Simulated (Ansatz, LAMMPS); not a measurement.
# Liquid 52SiO2-48Li2O (mol %) at 2550 K (69 atoms): support functions against a reference, part 3 of 3

Aim: test how closely localised support functions follow the reference on liquid 52SiO2-48Li2O (mol %) at 2550 K (69 atoms), and at what cost. A setting counts as converged where the r.m.s. difference of forces stays under 1 % of the r.m.s. force.

Ansatz 0.2.0; Kohn-Sham DFT, PBE, PAW (set soft_2), plane waves.

The cell: 12 Si, 22 Li and 35 O. The starting topology of bonds comes from the classical model. Sampling is at Γ alone, for a cell whose shortest periodic width is 9 Å.

So far. Step 11 (Support functions medium, radius 4.17 Å): Forces differ from the reference by 0.76 meV/Å r.m.s., 0.024 % of their size, well within a tolerance of 1 %; the energy by -3.5 meV/atom. It took roughly 20 times the reference's time (one timing each, with unlike analyses asked), in 14 cycles against 11.

**12. Other settings**

Changed here: magnetization.spin_polarized = true, scf.algorithm = "direct_min", scf.occupations.method = "tetrahedron" and scf.occupations.width removed.

This step: Kohn-Sham DFT, PBE, PAW (set soft_2), plane waves (Ansatz 0.2.0).

Input file input.yaml:

```yaml
crystal:
  lattice:
    - [9.0778, 0.0, 0.0]
    - [0.0, 9.0778, 0.0]
    - [0.0, 0.0, 9.0778]
  atoms:
    [... the 69 atom lines of step 3 ...]
kpoints:
  mp_grid: { grid: [1, 1, 1] }
hamiltonian:
  xc: pbe
scf:
  occupations: { method: tetrahedron }
  algorithm: direct_min
output:
  forces: true
  stress: true
  populations: true
  dos:
    method: { smearing: { sigma: 0.15 } }
    de: 0.1
    projected: { site_lists: { Li: [Li], O: [O], Si: [Si] } }
  eigenvalues: true
magnetization:
  spin_polarized: true
```

Run with:

```bash
> ansatz run input.yaml --threads 4 --pin off --max-ram 8192MiB --backend cpu --events-out ev --progress --plain --runs-dir out
```

Standard output:

```text
Warning: scf.occupations.method: one k-point leaves the tetrahedra no width, so the bands are filled by fermi_dirac at 0.0002 eV. In a gap the Fermi level, from which typed energy windows count, stands in the middle, and a product that sums over its own mesh keeps the tetrahedra and counts from the valence top. [...]
[...]
Crystal: 69 atoms, lattice volume = 748.069 Å³
Basis set: ecut = 420 eV, 14771 PW (Γ), exchange–correlation on 128×128×128 points (8 copies of the dense FFT grid, shifted against one another)
Bands: 231, of which v1, the nominal top of the filled ones, is band 162 counted from 1 (161 counted from 0)
Symmetry: 1 space group operations
[...]
k-points: 1
[...]
iter 1 solved again at ethr=3.02e-2 eV; its pass at ethr=1.00e-1 eV (dr2=9.78e1 eV) is discarded
SCF iter   1: F=—  HF=-32071.077546 eV  |F-HF|=—  |Δ(HF+E_count)|=         —  Δρ=5.31e-2 (↑5.31e-2 ↓5.31e-2)  dr2=9.75e1  dr2_m=0.00e0  M=0.000 μB ∫|m|=0.000 μB  ethr=3.02e-2  ⟨swp⟩=2.0  Hψ=2570  notcnv=0
[...]
spin=Collinear: Resta preconditioning applied to the charge; magnetization (m = ρ↑ − ρ↓) channel mixes plain (no charge-response kernel on spin).
SCF iter   2: F=—  HF=-32053.240961 eV  |F-HF|=—  |Δ(HF+E_count)|=    1.78e1  Δρ=4.27e-2 (↑4.27e-2 ↓4.27e-2)  dr2=4.00e1  dr2_m=0.00e0  M=0.000 μB ∫|m|=0.000 μB  ethr=3.01e-2  ⟨swp⟩=6.0  Hψ=1524  notcnv=0
[...]
SCF iter   9: F=-32040.822525 eV  HF=-32040.822525 eV  |F-HF|=1.28e-8  |Δ(HF+E_count)|=   7.41e-8  Δρ=7.23e-7 (↑7.23e-7 ↓7.23e-7)  dr2=1.43e-8  dr2_m=0.00e0  M=0.000 μB ∫|m|=0.000 μB  ethr=7.42e-11  ⟨swp⟩=3.0  Hψ=812  notcnv=0
SCF iter  10: F=-32040.822525 eV  HF=-32040.822525 eV  |F-HF|=1.48e-8  |Δ(HF+E_count)|=   1.24e-9  Δρ=7.62e-7 (↑7.62e-7 ↓7.62e-7)  dr2=1.67e-8  dr2_m=0.00e0  M=0.000 μB ∫|m|=0.000 μB  ethr=5.80e-12 (applied; sched 4.43e-12)  ⟨swp⟩=4.0  Hψ=1218  notcnv=0
SCF 1 converged in 10 iterations: F = -32040.822525 eV  dr2 = 1.67e-8
  Residual-converged pass: ⟨swp⟩=2.0  Hψ=466  notcnv=0  max |occ|·‖R‖ = 6.3e-6 eV (tolerance 6.7e-6 eV)  dr2=1.67e-8  dr2_m=0.00e0  dr2_onsite=8.19e-10  max |Δocc| = 0.0e0
[...]
SCF converged after 10 iterations
Magnetization: 0.0000 μB (162.0000 up, 162.0000 down)
Absolute magnetization: 0.0000 μB (∫|ρ↑−ρ↓|)
[...]
Per-site moments (μB) at R_I (Å): [(0.0, 0.596695), (0.0, 0.618235), (0.0, 0.632828), (0.0, 0.579536), (0.0, 0.628647), (0.0, 0.654648), (0.0, 0.606638), (0.0, 0.606384), [...]
Free energy (F): -32040.822525 eV
[...]
Internal energy: -32040.822525 eV  (E = F + TS)
E sigma→0 (E₀):  -32040.822525 eV
Fermi energy:    5.565331 eV
[...]
Σ components = -32040.822525   (vs F -32040.822525, Δ=0.00e0)
--- Forces (eV/Å), atoms counted from 1 ---
  atom   1  Si    11.07394356     1.43467106    -1.71951669
  atom   2  Si     1.77473419    -1.28327968     0.35706815
  atom   3  Si    -2.93015967     0.49284512    -1.81417450
  atom   4  Si     9.09819517     2.59533869     9.06978888
[...]
atom  69  O     -1.26761800    -0.66959711    -0.07537063
  max |Σ_I F_I| component: 1.82e-5 eV/Å
--- Stress (GPa, compression-positive) ---
        9.970777      -1.821428       2.369157
       -1.821425      13.600149       2.701879
        2.369158       2.701882      13.917230
  P = ⅓ Tr σ = 12.4961 GPa (124.961 kbar)
--- Band table (eV) ---
[...]
--- Löwdin populations: 69 sites ---
  site symbol       q [e]    m [muB]
     0     Si      2.4642     0.0000
     1     Si      2.3700     0.0000
     2     Si      2.3098     0.0000
[...]
68      O      7.0667     0.0000
  spilling = 0.013008 (of n_electrons = 324.000000)
```

Run time: 1.7 min. Hardware: 4 threads of Arm Neoverse N1, shared host; peak memory 1.4 GiB.

The program notes that spin was on with no starting moments. Further notices: tetrahedra set aside.

The program set the tetrahedra aside and kept another filling, so they aren't tested. Forces differ from the reference by 0.013 meV/Å r.m.s., 4.0e-4 % of their size. It took roughly 7.0 times the reference's time (one timing each, with unlike analyses asked), in 10 cycles against 11. The run ended on the unpolarised solution; from a start without moments that doesn't show that none is preferred.

**13. All settings compared**

Differences are against the plane-wave reference (Kohn-Sham DFT, PBE, PAW (set soft_2), plane waves), whose r.m.s. force component is 3.24 eV/Å. Energies are set beside the reference only for runs with its functional, potentials and electron count. Times are for 4 threads of Arm Neoverse N1, shared host. The reference's time includes the DOS, ELF, the stress and grids, which some other runs skip.

| run | Δ force, r.m.s. (meV/Å) | share of r.m.s. force (%) | Δ energy (meV/atom) | Δ pressure (GPa) | Δ gap (eV) | cycles | time | host memory (GiB) |
| --- | --- | --- | --- | --- | --- | --- | --- | --- |
| reference | - | - | - | - | - | 11 | 14 s | 0.85 |
| support functions low | 0.782 | 0.0242 | -3.49 | - | 1.0e-4 | 13 | 2.3 min | 2.7 |
| support functions medium | 0.784 | 0.0242 | -3.49 | - | 1.0e-4 | 14 | 2.5 min | 2.7 |
| support functions medium, radius 3.37 Å | 0.779 | 0.0241 | -3.49 | - | 2.0e-4 | 14 | 2.3 min | 2.6 |
| support functions medium, radius 3.61 Å | 0.778 | 0.0241 | -3.49 | - | 2.0e-4 | 14 | 2.9 min | 2.9 |
| support functions medium, radius 3.82 Å | 0.765 | 0.0236 | -3.49 | - | 1.0e-4 | 14 | 3.5 min | 3.3 |
| support functions medium, radius 4.17 Å | 0.76 | 0.0235 | -3.49 | - | 2.0e-4 | 14 | 4.7 min | 3.9 |
| magnetization.spin_polarized = true, scf.algorithm = "direct_min", scf.occupations.method = "tetrahedron" and scf.occupations.width removed § | 0.013 | 4.0e-4 | 0 | -1.0e-4 | 0 | 10 | 1.7 min | 1.4 |

§ No starting moments were typed, so this run doesn't test for magnetism.

**14. The reference in detail**

The comparisons rest on this run, so its electronic structure is set out here.

Length of the force by element and coordination:

| element | coordination | atoms | mean length of the force (eV/Å) | spread | least | most |
| --- | --- | --- | --- | --- | --- | --- |
| Li | all | 22 | 1.70 | 1.01 | 0.150 | 4.41 |
| O | all | 35 | 4.67 | 3.38 | 1.06 | 15.6 |
| Si | all | 12 | 7.48 | 4.56 | 2.22 | 16.8 |

Intrinsic-atomic-orbital charges by element and coordination:

| element | coordination | atoms | mean charge (e) | spread | least | most |
| --- | --- | --- | --- | --- | --- | --- |
| Li | all | 22 | 0.777 | 0.017 | 0.747 | 0.812 |
| O | all | 35 | -1.04 | 0.0981 | -1.19 | -0.880 |
| Si | all | 12 | 1.60 | 0.0568 | 1.49 | 1.67 |

States in the cell by windows of 1 eV, zero at the Fermi level; the larger projections on atomic orbitals stand beside the total:

| from (eV) | to (eV) | total | O p | Si p | Li s |
| --- | --- | --- | --- | --- | --- |
| -10 | -9 | 5.3 | 3.9 | 0.8 | 0.0 |
| -9 | -8 | 10.3 | 7.7 | 1.4 | 0.2 |
| -8 | -7 | 16.6 | 13.0 | 1.7 | 0.4 |
| -7 | -6 | 23.4 | 19.3 | 1.8 | 0.6 |
| -6 | -5 | 34.7 | 29.8 | 2.1 | 0.8 |
| -5 | -4 | 33.6 | 30.1 | 1.2 | 0.8 |
| -4 | -3 | 30.4 | 28.1 | 0.7 | 0.5 |
| -3 | -2 | 28.5 | 26.8 | 0.5 | 0.3 |
| -2 | -1 | 14.2 | 13.5 | 0.2 | 0.1 |
| -1 | 0 | 2.3 | 2.2 | 0.0 | 0.0 |
| 0 | 1 | 2.0 | 0.2 | 0.1 | 1.1 |
| 1 | 2 | 2.0 | 0.2 | 0.1 | 1.2 |
| 2 | 3 | 7.1 | 0.9 | 1.1 | 2.2 |
| 3 | 4 | 10.7 | 1.4 | 1.7 | 3.3 |
| 4 | 5 | 12.7 | 1.6 | 2.8 | 2.9 |

Between -26 and -10 eV lie 81 more states.

The levels nearest the highest filled one (over half full), pooled over k-points and spins:

| level less the highest filled one (eV) | occupation |
| --- | --- |
| -0.806 | 2 |
| -0.712 | 2 |
| -0.512 | 2 |
| -0.300 | 2 |
| -0.181 | 2 |
| 0 | 2 |
| 1.70 | 0 |
| 2.56 | 0 |
| 3.41 | 0 |
| 3.48 | 0 |
| 3.76 | 0 |
| 3.86 | 0 |

ELF in the ac plane at fractional y = 0.566, with atoms of Si and Li and O within 0.2 Å of it. It is the smooth field of the valence electrons, not physical close to the nuclei.

Ten even steps from '0' (0.09 × 1e-1) to '9' (9.82 × 1e-1), each cell a mean:
```
1688875101687785145431000
0377762000477862012100286
1034410320134421243210499
0000001750001222466641165
2320000210000122467763000
7763000000000001246652015
8885101210011000023320047
8886101210256420000110158
8886100002578873002883047
7763000014775785103994025
4310023214774785100330002
0000046422678873000000000
0022057621367641013210000
0000045420012210267752000
1000011100011001587774100
4310011100288202785576212
6631245541299301687785125
8752477751034000477763147
8862267631000000023320158
7751124310000000000000147
4321101100013320001100024
0146631100147762025531000
1478873000377774147763000
3677774101685476247764100
```
Columns run along a (9.1 Å), rows up along c (9.1 Å). Atoms in or near the plane, at fractional coordinates: Si at (0.17, 0.16), Li at (0.94, 0.89), Li at (0.79, 0.61), Li at (0.47, 0.31), O at (0.49, 0.57), O at (0.52, 0.01), O at (0.75, 0.34).

Electrostatic potential energy in the ac plane at fractional y = 0.566, with atoms of Si and Li and O within 0.2 Å of it. With pseudopotentials it is smooth inside the atoms' cores, unlike the true potential.

Values in eV, 13 rows by 16 columns, each cell a mean:
```
  3   4  -7   4   6   6   8  -3 -23 -28 -28  -6   7   7  -2  -8
 -3   7   8   4  -9  -8   5   7   0 -26 -32  -8   6   6 -14 -26
  5   8   8   5  -6  -5   5   7   4  -1  -1   4   7   7   3  -1
-14  -6   8   9   7   7   8   8   6   5   6   6   5   5   7   6
-17  -9   8   9   9   8   8  -5  -6   7   7  -1 -21 -13   4   5
  5   3   4   7   7   6   1 -32 -32   4   8   0 -17 -10   4   7
  3  -9  -7   5   7   7   6  -1  -1   9   9   6   4   5   6   6
  4  -1   1   7   9   9   6   3   5   8   7  -4  -8   4   5   5
  7   6   7   9  10   9  -2 -22 -12   5   5 -29 -36  -5   3   5
 -5   1  -6  -3   4   8   2 -11  -4   6   8   0  -5   4   4   4
 -4 -14 -37 -33  -4   8   7   5   6   8  10  10  10   9   8   6
  7  -6 -29 -25   0   8   9   6   1   7  10  10  10  10  10   9
  8  -3 -26  -4   8   9   9 -16 -36 -13   4   7  10  10   9   8
```
Columns run along a (9.1 Å; values clipped at the 3rd and 97th percentile), rows up along c (9.1 Å). Atoms in or near the plane, at fractional coordinates: Si at (0.17, 0.16), Li at (0.94, 0.89), Li at (0.79, 0.61), Li at (0.47, 0.31), O at (0.49, 0.57), O at (0.52, 0.01), O at (0.75, 0.34).

Mean intrinsic-atomic-orbital charges: Li +0.78, O -1.04, Si +1.60 e. The largest share in the top eV of filled states is O p (97 % of the projected weight), and in the lowest eV of empty states Li s (66 % of the projected weight).

**15. Distances and neighbours**

These statistics describe the geometry on which the runs were made.

Density 2.33 g/cm³, 10.84 Å³ an atom.

g(r), total and by pair (bins of 0.2 Å):

| r (Å) | total | O-O | O-Li | O-Si | Li-Li | Li-Si | Si-Si |
| --- | --- | --- | --- | --- | --- | --- | --- |
| 1.30 | 0.07 | 0.00 | 0.00 | 0.38 | 0.00 | 0.00 | 0.00 |
| 1.50 | 1.20 | 0.00 | 0.00 | 6.80 | 0.00 | 0.00 | 0.00 |
| 1.70 | 1.17 | 0.00 | 0.37 | 5.44 | 0.85 | 0.00 | 0.00 |
| 1.90 | 0.86 | 0.00 | 2.25 | 0.57 | 0.33 | 0.00 | 0.00 |
| 2.10 | 0.72 | 0.00 | 1.96 | 0.00 | 0.57 | 0.24 | 0.00 |
| 2.30 | 0.71 | 0.35 | 1.40 | 0.00 | 0.91 | 0.64 | 0.00 |
| 2.50 | 1.47 | 2.65 | 1.58 | 0.00 | 1.58 | 1.08 | 0.00 |
| 2.70 | 0.97 | 2.21 | 0.73 | 0.09 | 0.84 | 0.47 | 0.54 |
| 2.90 | 0.96 | 1.16 | 0.64 | 0.33 | 1.32 | 2.16 | 0.97 |
| 3.10 | 1.08 | 1.00 | 0.65 | 0.59 | 1.29 | 2.46 | 3.36 |
| 3.30 | 0.92 | 1.06 | 0.56 | 0.83 | 1.03 | 1.76 | 0.76 |
| 3.50 | 0.98 | 1.04 | 0.90 | 1.04 | 0.89 | 1.29 | 0.00 |
| 3.70 | 1.03 | 0.90 | 1.23 | 1.19 | 1.08 | 0.66 | 0.29 |
| 3.90 | 0.95 | 0.44 | 1.04 | 1.54 | 1.07 | 0.89 | 0.54 |
| 4.10 | 1.10 | 0.78 | 1.03 | 1.56 | 0.97 | 1.34 | 1.46 |
| 4.30 | 0.96 | 0.78 | 1.24 | 1.30 | 0.46 | 0.43 | 1.12 |

Local excerpt of 13 atoms (numbers count through the whole input) about O67, whose charge lies farthest from its element's mean; x, y, z are measured from there.

| atom | x | y | z | distance (Å) | intrinsic-atomic-orbital charge (e) | Fx | Fy | Fz (eV/Å) |
| --- | --- | --- | --- | --- | --- | --- | --- | --- |
| O67 | 0.00 | 0.00 | 0.00 | 0.00 | -0.88 | 1.59 | 5.52 | -1.79 |
| Si7 | -0.19 | -1.40 | 0.42 | 1.47 | 1.59 | 4.04 | -1.41 | 6.96 |
| Si5 | 1.12 | 1.32 | -0.31 | 1.76 | 1.57 | -0.37 | -2.02 | -3.11 |
| O53 | 1.12 | 1.84 | 1.16 | 2.45 | -1.12 | 1.78 | -0.07 | 3.58 |
| Li23 | 0.37 | 0.14 | 2.48 | 2.52 | 0.77 | 0.17 | 0.89 | 0.55 |
| Li27 | -2.51 | 0.28 | -0.21 | 2.54 | 0.79 | -0.53 | 0.05 | 0.80 |
| O64 | -1.39 | -2.12 | -0.09 | 2.54 | -1.08 | -4.05 | -3.56 | -4.11 |
| O40 | 1.34 | -2.20 | 0.20 | 2.58 | -0.95 | -2.31 | -0.81 | -2.09 |
| Li29 | -0.65 | 2.51 | 0.63 | 2.67 | 0.78 | -1.29 | -0.40 | -0.23 |
| O41 | -0.14 | -1.58 | 2.17 | 2.69 | -0.93 | 0.88 | 1.20 | -4.24 |
| O57 | 0.52 | 2.29 | -1.33 | 2.70 | -1.05 | -0.86 | 2.39 | -2.27 |
| O42 | 2.46 | 0.72 | -1.03 | 2.76 | -0.88 | -2.56 | 0.44 | 2.90 |
| O60 | -1.95 | 1.96 | -0.65 | 2.84 | -1.10 | 1.46 | -0.55 | 2.26 |

**16. Results**

* free energy per atom: -464.3597 eV/atom
* pressure: 12.5 GPa
* r.m.s. force component: 3.236 eV/Å
* gap (highest filled to lowest empty level): 1.698 eV
* wall time of the 8 DFT runs: 20 min

In words: Against plane waves at 420 eV, the forces differ by 0.78 meV/Å (0.024 %) with support functions medium. At 69 atoms the fastest of the runs at a preset level, support functions low, takes roughly 9.5 times the time of plane waves (whose run also made extra analyses), in 13 SCF cycles against 11. Differences between support functions and plane waves include what basis error the plane-wave run still has. The force difference hardly changes among these support-function runs, which points to the basis of the plane-wave reference as its main source. As the radius goes from 3.37 to 4.17 Å, the force difference goes from 0.78 to 0.76 meV/Å, and the time from 2.3 min to 4.7 min.

The highest filled and lowest empty levels differ by 1.70 eV (at Γ alone); a semilocal functional tends to put such gaps too low. In a disordered cell it changes from sample to sample and from frame to frame.

Caveats: The force components of 3.2 eV/Å r.m.s. reflect the temperature of the frame as well as the gap between the generating potential and DFT. The stress is far from hydrostatic: its diagonal is 10.0, 13.6, 13.9 GPa, compression counted positive. The pressure of 12 GPa is that of one thermal frame, in which the classical model's bond lengths enter as well as the volume, without the kinetic term. The pressure of a single frame lacks the kinetic term.

[Long decimals in the printed logs are rounded to 6 places.]

[Logs are printed without paths, hosts, clocks, repeated set-up lines and the standing remarks that a program may print on its own settings, such as how far it seeks lower states.]

[Hosts, paths, dates, database ids (printed as entryN), source tags and the programs' standing remarks are cut or masked in the printed files.]
